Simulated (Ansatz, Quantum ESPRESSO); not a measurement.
# TaN(001), 4 layers against a metal electrode: the electrode's level over the Fermi level at a withheld member of a series

**Set-up.** Quantum ESPRESSO 7.5, PBE, GBRV ultrasoft. The slab is relaxed neutral, then held. ESM with bc3: vacuum below and a metal electrode about 6 Å above the top atoms. Cold smearing of 0.02 Ry. Charges are set per cell from the starting area. The slabs take the lattice constants of the bulk relaxed by the same program. The series steps the charge of the slab (positive: electrons removed).

| charge of the slab | electrode's level over the Fermi level (eV) |
| --- | --- |
| 1 ×10¹³ e/cm² | 3.883 |
| 2 ×10¹³ e/cm² | 4.657 |
| 3 ×10¹³ e/cm² | 5.446 |
| 4.5 ×10¹³ e/cm² | 6.656 |
| 6 ×10¹³ e/cm² | 7.889 |
| 7 ×10¹³ e/cm² | 8.723 |

To predict: What is the electrode's level over the Fermi level at 8 ×10¹³ e/cm²?

By hand: The rows at 6 ×10¹³ e/cm² and 7 ×10¹³ e/cm² give a slope of (8.723 − (7.889))/(7 − (6)) = 0.834, so a straight line gives 9.557 eV. A parabola through these and the row at 4.5 ×10¹³ e/cm² gives 9.567 eV.

What the calculation gave: 9.564 eV. The line misses by −0.007 and the parabola by +0.003 eV. Both misses are under 5 % of the step from the nearer row.

**Limits.** Vacuum fills the gap; ions don't answer the charge; added electrons can spill towards the electrode at the most negative charges. Members without a usable value, or on the other side of zero field or charge, are not listed.
